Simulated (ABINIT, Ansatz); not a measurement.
# BaH2 (P6_3/mmc): changed settings of a GW run in ABINIT

What do changed inputs do to GW on BaH2 (P6_3/mmc)?

Method: PBEsol and many-body steps on it, plane waves, in ABINIT 10.8.3.

### 1. Starting point

The structure is hexagonal, space group P6_3/mmc (No. 194). The conventional cell has a = 4.462 Å, b = 4.462 Å, c = 6.055 Å, α = 90.00°, β = 90.00°, γ = 120.00°. Ba has 11 H at 2.58 to 3.03 Å nearest. Nearest to H lie 5 Ba at 2.58 to 3.03 Å and 6 H at 2.99 Å. Nearest to H lie 6 Ba at 2.99 Å and 8 H at 2.99 to 3.03 Å. Farther neighbours are not listed.

The cell and positions are those that the Materials Project relaxed with its own functionals (PBE, PBE+U or r2SCAN), kept fixed. Spin-orbit coupling is left out unless a step names it.

### 2. Screening, 3×3×4 mesh, 158 bands, screening to 176.9 eV

This step: ABINIT 10.8.3; RPA screening on PBEsol, plane waves, norm-conserving pseudopotentials.

The RPA dielectric matrix is built and inverted for each q.

File run.abi:

```
acell 3*1.0 Angstrom
rprim 
  4.462025052349 0.000000000014 0.000000000000
  -2.231012526186 3.864227047650 0.000000000000
  0.000000000000 0.000000000000 6.055292590000
ntypat 2
znucl 56 1
natom 6
typat 1 1 2 2 2 2
xred 
  0.666666666667 0.333333333333 0.750000000000
  0.333333333333 0.666666666667 0.250000000000
  0.333333333333 0.666666666667 0.750000000000
  0.666666666667 0.333333333333 0.250000000000
  -0.000000000000 -0.000000000000 0.500000000000
  -0.000000000000 -0.000000000000 0.000000000000
pp_dirpath "pseudos"
pseudos "Ba.upf, H.upf"
ecut 32
ngkpt 3 3 4
nshiftk 1
shiftk 0 0 0
kptopt 1
chksymbreak 0
istwfk *1
occopt 1
irdwfk 1
optdriver 3
nband 158
ecuteps 6.5
inclvkb 2
awtr 1
symchi 1
indata_prefix "in"
outdata_prefix "out"
tmpdata_prefix "tmp"
```

Run with:

```bash
> OMP_NUM_THREADS=1 mpirun -n 8 abinit run.abi > log
```

Output:

```text
.Version 10.8.3 of ABINIT. v10.8.2 released Aug 2026.

 Symmetries : space group P6_3/m m c (#194); Bravais hP (primitive hexag.)
[... echo of the input left out ...]
== DATASET  1 ==================================================================
-   mpi_nproc: 8, omp_nthreads: 1 (-1 if OMP is not activated)

--- !DatasetInfo
iteration_state: {dtset: 1, }
dimensions: {natom: 6, nkpt: 9, mband: 158, nsppol: 1, nspinor: 1, nspden: 1, mpw: 6126, }
cutoff_energies: {ecut:  32.0, pawecutdg:  -1.0, }
electrons: {nelect:   2.40000000E+01, charge:   0.00000000E+00, occopt:   1.00000000E+00, tsmear:   1.00000000E-02, }

 SCREENING: Calculation of the susceptibility and dielectric matrices

 Based on a program developped by R.W. Godby, V. Olevano, G. Onida, and L. Reining.
 Incorporated in ABINIT by V. Olevano, G.-M. Rignanese, and M. Torrent.
.Using double precision arithmetic ; gwpc =  8

[... cell and pseudopotentials left out ...]
--------------------------------------------------------------------------------

 ==== K-mesh for the wavefunctions ====
 Number of points in the irreducible wedge :     9
[... list of points left out ...]
 Together with 24 symmetry operations and time-reversal symmetry
 yields    36 points in the full Brillouin Zone.

 ==== Q-mesh for the screening function ====
 Number of points in the irreducible wedge :     9
[... list of points left out ...]
 Together with 24 symmetry operations and time-reversal symmetry
 yields    36 points in the full Brillouin Zone.

 setmesh: FFT mesh size selected  =    32x   32x   48
          total number of points  =        49152

 vcoul_init : cutoff-mode = AUXILIARY_FUNCTION
 q-points for optical limit:   1
     1)      0.000010    0.000020    0.000030

- screening: taking advantage of time-reversal symmetry
- Maximum band index for partially occupied states nbvw = 12
- Remaining bands to be divided among processors   nbcw = 146
- Number of bands treated by each node ~18

 Number of electrons calculated from density =   24.0000; Expected =   24.0000
 average of density, n =  0.034063
 r_s =    1.9137
 omega_plasma =   17.8032 [eV]

 calculating chi0 at frequencies [eV] :
  1    0.000000E+00    0.000000E+00
  2    0.000000E+00    1.780320E+01

--------------------------------------------------------------------------------
  q-point number  1        q = ( 0.000000, 0.000000, 0.000000) [r.l.u.]
--------------------------------------------------------------------------------
[... chi0 elements left out ...]
 For q-point:  0.000010 0.000020 0.000030
  dielectric constant =   5.6955
  dielectric constant without local fields =   6.3383

  Average fulfillment of the sum rule on Im[epsilon] for q-point    1 :     91.75  [%]
[... wings left out ...]
  q-point number  2        q = ( 0.333333, 0.000000, 0.000000) [r.l.u.]
--------------------------------------------------------------------------------
[... chi0 elements left out ...]
  Average fulfillment of the sum rule on Im[epsilon] for q-point    2 :     96.54  [%]

 [... 7 further q-points ...]
```

Run time: 26 s. Hardware: 8 MPI ranks of AMD EPYC 9R45, shared host; peak memory 3 GiB; 3.4 min of CPU time.

Numbers from this step:

- ε∞ with local fields, on this mesh, along the program's q direction: 5.696
- the same without local fields: 6.338
- plasma frequency: 17.80 eV
- plane waves in the screening matrix: 553

Local fields lower ε∞ by 10 %. On a Γ-centred mesh this coarse the value itself is usually too large, while a short band sum pulls it down.

### 3. Base

The self-energy is evaluated for the states that the input lists, and the levels follow from it, in one-shot runs by the linearised quasiparticle equation.

This step: G0W0 on PBEsol, plane waves, norm-conserving pseudopotentials.

run.abi, as its differences from that of step 2:

```diff
@@ -27,8 +27,19 @@
 irdwfk 1
-optdriver 3
+optdriver 4
 nband 158
+gwcalctyp 0
+ecutsigx 32
+symsigma 1
+nkptgw 3
+kptgw 
+  0.0000000000 0.0000000000 0.0000000000
+  0.3333333333 0.3333333333 0.5000000000
+  0.0000000000 0.0000000000 0.2500000000
+bdgw 
+  11 14
+  11 14
+  11 14
 ecuteps 6.5
-inclvkb 2
-awtr 1
-symchi 1
+irdscr 1
+ppmodel 1
 indata_prefix "in"
```

Output:

```text
.Version 10.8.3 of ABINIT. v10.8.2 released Aug 2026.

 Symmetries : space group P6_3/m m c (#194); Bravais hP (primitive hexag.)
[... echo of the input left out ...]
== DATASET  1 ==================================================================
-   mpi_nproc: 8, omp_nthreads: 1 (-1 if OMP is not activated)

--- !DatasetInfo
iteration_state: {dtset: 1, }
dimensions: {natom: 6, nkpt: 9, mband: 158, nsppol: 1, nspinor: 1, nspden: 1, mpw: 6126, }
cutoff_energies: {ecut:  32.0, pawecutdg:  -1.0, }
electrons: {nelect:   2.40000000E+01, charge:   0.00000000E+00, occopt:   1.00000000E+00, tsmear:   1.00000000E-02, }

 SIGMA: Calculation of the GW corrections

 Based on a program developped by R.W. Godby, V. Olevano, G. Onida, and L. Reining.
 Incorporated in ABINIT by V. Olevano, G.-M. Rignanese, and M. Torrent.
.Using double precision arithmetic ; gwpc =  8

[... cell and pseudopotentials left out ...]
--------------------------------------------------------------------------------

 ==== K-mesh for the wavefunctions ====
 Number of points in the irreducible wedge :     9
[... list of points left out ...]
 Together with 24 symmetry operations and time-reversal symmetry
 yields    36 points in the full Brillouin Zone.

 ==== Q-mesh for screening function ====
 Number of points in the irreducible wedge :     9
[... list of points left out ...]
 Together with 24 symmetry operations and time-reversal symmetry
 yields    36 points in the full Brillouin Zone.

 vcoul_init : cutoff-mode = AUXILIARY_FUNCTION
 q-points for optical limit:   1
     1)      0.000010    0.000020    0.000030
 setmesh: FFT mesh size selected  =    40x   40x   60
          total number of points  =        96000

 Number of electrons calculated from density =   24.0000; Expected =   24.0000
 average of density, n =  0.034063
 r_s =    1.9137
 omega_plasma =   17.8032 [eV]

 === KS Band Gaps ===
  >>>> For spin  1
   Minimum direct gap =   2.5425 [eV], located at k-point      :   0.0000  0.0000  0.2500
   Fundamental gap    =   1.4734 [eV], Top of valence bands at :   0.0000  0.0000  0.0000
                                       Bottom of conduction at :   0.3333  0.3333  0.5000
 SIGMA fundamental parameters:
 PLASMON POLE MODEL  1
 number of plane-waves for SigmaX                 6089
 number of plane-waves for SigmaC and W            553
 number of plane-waves for wavefunctions          6089
 number of bands                                   158
 number of independent spin polarizations            1
 number of spinorial components                      1
 number of k-points in IBZ                           9
 number of q-points in IBZ                           9
 number of symmetry operations                      24
 number of k-points in BZ                           36
 number of q-points in BZ                           36
 number of frequencies for dSigma/dE                 9
 frequency step for dSigma/dE [eV]                0.25
 number of omega for Sigma on real axis              0
 max omega for Sigma on real axis  [eV]           0.00
 zcut for avoiding poles [eV]                     0.10

 EPSILON^-1 parameters (SCR file):
 dimension of the eps^-1 matrix on file            553
 dimension of the eps^-1 matrix used               553
 number of plane-waves for wavefunctions          6089
 number of bands                                   158
 number of q-points in IBZ                           9
 number of frequencies                               2
 number of real frequencies                          1
 number of imag frequencies                          1

 matrix elements of self-energy operator (all in [eV])

 Perturbative Calculation

--- !SelfEnergy_ee
iteration_state: {dtset: 1, }
kpoint     : [   0.000,    0.000,    0.000, ]
spin       : 1
KS_gap     :    2.726
QP_gap     :    4.390
Delta_QP_KS:    1.664
data: !SigmaeeData |
     Band     E0 <VxcDFT>   SigX SigC(E0)      Z dSigC/dE  Sig(E)    E-E0       E
       11   3.623 -10.603 -13.401   1.612   0.776  -0.289 -11.523  -0.920   2.703
       12   4.131 -10.774 -13.444   1.492   0.777  -0.286 -11.690  -0.915   3.216
       13   6.857  -9.229  -4.725  -3.587   0.817  -0.224  -8.480   0.749   7.606
       14   6.857  -9.229  -4.725  -3.587   0.817  -0.224  -8.480   0.749   7.606

--- !SelfEnergy_ee
iteration_state: {dtset: 1, }
kpoint     : [   0.333,    0.333,    0.500, ]
spin       : 1
KS_gap     :    3.017
QP_gap     :    4.668
Delta_QP_KS:    1.651
data: !SigmaeeData |
     Band     E0 <VxcDFT>   SigX SigC(E0)      Z dSigC/dE  Sig(E)    E-E0       E
       11   2.587 -11.064 -14.213   1.906   0.777  -0.286 -12.031  -0.966   1.621
       12   2.587 -11.064 -14.213   1.906   0.777  -0.286 -12.031  -0.966   1.621
[...]
--- !SelfEnergy_ee
iteration_state: {dtset: 1, }
kpoint     : [   0.000,    0.000,    0.250, ]
spin       : 1
KS_gap     :    2.542
QP_gap     :    4.213
Delta_QP_KS:    1.670
data: !SigmaeeData |
     Band     E0 <VxcDFT>   SigX SigC(E0)      Z dSigC/dE  Sig(E)    E-E0       E
[...]
12   4.079 -10.806 -13.496   1.508   0.777  -0.287 -11.725  -0.919   3.160
       13   6.622  -9.221  -4.682  -3.619   0.817  -0.225  -8.470   0.751   7.373
       14   6.622  -9.221  -4.682  -3.619   0.817  -0.225  -8.470   0.751   7.373

== END DATASET(S) ==============================================================
================================================================================

 -outvars: echo values of variables after computation  --------
           etotal      0.0000000000E+00
            nband         158
             nkpt           9
          spgroup         194
 [... the other variables as echoed above ...]

 Calculation completed.
```

Wall time 25 s (8 MPI ranks); peak memory 3.5 GiB; 3.3 min of CPU time.

This step gave:

| Quantity | Value |
| --- | --- |
| G0W0 gap on the points computed | 3.073 eV |
| starting gap on the mesh | 1.473 eV |
| k of the valence top | 0, 0, 0 |
| k of the conduction bottom | 0.3333, 0.3333, 0.5 |
| Z at the valence top | 0.777 |
| Z at the conduction bottom | 0.819 |
| least direct G0W0 gap on the computed points | 4.213 eV |

The gap on the mesh goes from 1.47 eV to 3.07 eV, a correction of +1.60 eV.

### 4. More bands than the file holds

run.abi, as its differences from that of step 3:

```diff
@@ -28,3 +28,3 @@
 optdriver 4
-nband 158
+nband 1110
 gwcalctyp 0
```

Output:

```text
.Version 10.8.3 of ABINIT. v10.8.2 released Aug 2026.

 Symmetries : space group P6_3/m m c (#194); Bravais hP (primitive hexag.)
================================================================================
 Values of the parameters that define the memory need of the present run
     intxc =       0    ionmov =       0      iscf =       7    lmnmax =       6
     lnmax =       6     mgfft =      60  mpssoang =       3    mqgrid =    3001
     natom =       6  nloc_mem =       1    nspden =       1   nspinor =       1
    nsppol =       1      nsym =      24    n1xccc =    2501    ntypat =       2
    occopt =       1   xclevel =       2
-    mband =        1110        mffmem =           1         mkmem =           2
       mpw =        6126          nfft =      121500          nkpt =           9
================================================================================
  Rough estimation (10% accuracy) of disk space for files :
================================================================================

--------------------------------------------------------------------------------
------------- Echo of variables that govern the present computation ------------
--------------------------------------------------------------------------------
 -outvars: echo values of preprocessed input variables --------
            acell      1.8897261259E+00  1.8897261259E+00  1.8897261259E+00 Bohr

             bdgw          11      14      11      14      11      14
      chksymbreak           0
             ecut      3.20000000E+01 Hartree
          ecuteps      6.50000000E+00 Hartree
         ecutsigx      3.20000000E+01 Hartree
          ecutwfn      3.20000000E+01 Hartree
-          fftalg         312
           irdscr           1
           irdwfk           1

[...]
SIGMA: Calculation of the GW corrections

 Based on a program developped by R.W. Godby, V. Olevano, G. Onida, and L. Reining.
 Incorporated in ABINIT by V. Olevano, G.-M. Rignanese, and M. Torrent.
.Using double precision arithmetic ; gwpc =  8

 Real(R)+Recip(G) space primitive vectors, cartesian coordinates (Bohr,Bohr^-1):
 R(1)=  8.4320053  0.0000000  0.0000000  G(1)=  0.1185958  0.0684713  0.0000000
 R(2)= -4.2160027  7.3023308  0.0000000  G(2)=  0.0000000  0.1369426  0.0000000
 R(3)=  0.0000000  0.0000000 11.4428446  G(3)=  0.0000000  0.0000000  0.0873909
 Unit cell volume ucvol=  7.0457361E+02 bohr^3
 Angles (23,13,12)=  9.00000000E+01  9.00000000E+01  1.20000000E+02 degrees

--- Pseudopotential description ------------------------------------------------
- Ba Generated using ONCVPSP code by D. R. Hamann
- 56.00000  10.00000  180301                  znucl, zion, pspdat
12 -116133 2 -1 1936                          pspcod,pspxc,lmax,lloc,mmax
     nproj     2     2     2
  pspatm : epsatm=   26.37418133
         --- l  ekb(1:nproj) -->
[...]
2    2.543237    0.416854
 pspatm: atomic psp has been read  and splines computed

- H Generated using ONCVPSP code by D. R. Hamann
-  1.00000   1.00000  180301                  znucl, zion, pspdat
12 -116133 1 -1 1180                          pspcod,pspxc,lmax,lloc,mmax
     nproj     2     1     0
  pspatm : epsatm=    0.35585368
         --- l  ekb(1:nproj) -->
             0   -1.674911   -0.523609
             1   -0.494138
 pspatm: atomic psp has been read  and splines computed

   1.30012266E+03                                ecore*ucvol(ha*bohr**3)
--------------------------------------------------------------------------------

--- !ERROR
message: |
    Number of bands stored WFK file is less than required.
    WFK mband: 406, self-energy nband: 1110

--- !ERROR
message: |
    Number of bands stored WFK file is less than required.
    WFK mband: 406, self-energy nband: 1110

--- from the log ---
Number of bands stored WFK file is less than required.
    WFK mband: 406, self-energy nband: 1110
```

It took 1.4 s on 8 MPI ranks; peak memory 0.06 GiB; 9.8 s of CPU time.

The run stopped with an error after 1.4 s.

The program's words: Number of bands stored WFK file is less than required. WFK mband: 406, self-energy nband: 1110

The fault put into this input: more bands than the file holds.

### 5. Side by side

Times are wall times on 8 MPI ranks of AMD EPYC 9R45, shared host, good to a factor of about two. A run's time includes the screening step that it read.

| run | mesh | bands | screening cutoff (eV) | DFT gap (eV) | gap on the mesh (eV) | direct (eV) | ε∞ used | time |
| --- | --- | --- | --- | --- | --- | --- | --- | --- |
| base | 3×3×4 | 158 | 176.9 | 1.473 | 3.073 | 4.213 | 5.70 | 51 s |

### 6. What came out

```
base         : 3.073 eV
known limits : not at the basis limit; no spin-orbit coupling; coarse k mesh
```

In words: Bands and cutoff are finite, so the gap is not at the basis limit. The miss can reach some tenths of an eV and take either sign; the mesh is an error of its own. In the G0W0 run levels were corrected at 3 k points alone, so a gap called «on the mesh» is the least over those, and an edge elsewhere would be missed. The 3×3×4 mesh is coarse for this cell, which bears on the long-range parts of exchange and screening. The many-body steps are scalar-relativistic: spin-orbit coupling is not in them.

[Paths, hosts, dates, memory and timing lines, banners, echoed tables and standing remarks are left out of the program output.]

[Logs are printed without paths, hosts, clocks, repeated set-up lines and the standing remarks that a program may print on its own settings, such as how far it seeks lower states.]

[Runs of the session that timed out or met a known fault of the program may be left out.]

[No measured gap is set beside runs whose start may be inverted or whose files or cutoffs have a known fault.]

[Hosts, paths, dates, database ids (printed as entryN), source tags and the programs' standing remarks are cut or masked in the printed files.]

[G0W0 gaps are taken among the corrected bands and points alone; a level outside them can change the order at an edge.]

[Where Ansatz stands beside ABINIT at settings called matched, ABINIT's density can come from a denser mesh and the files from another edition; pairs whose starting gaps differed by over 0.03 eV were left out, so agreement reads better than it is.]
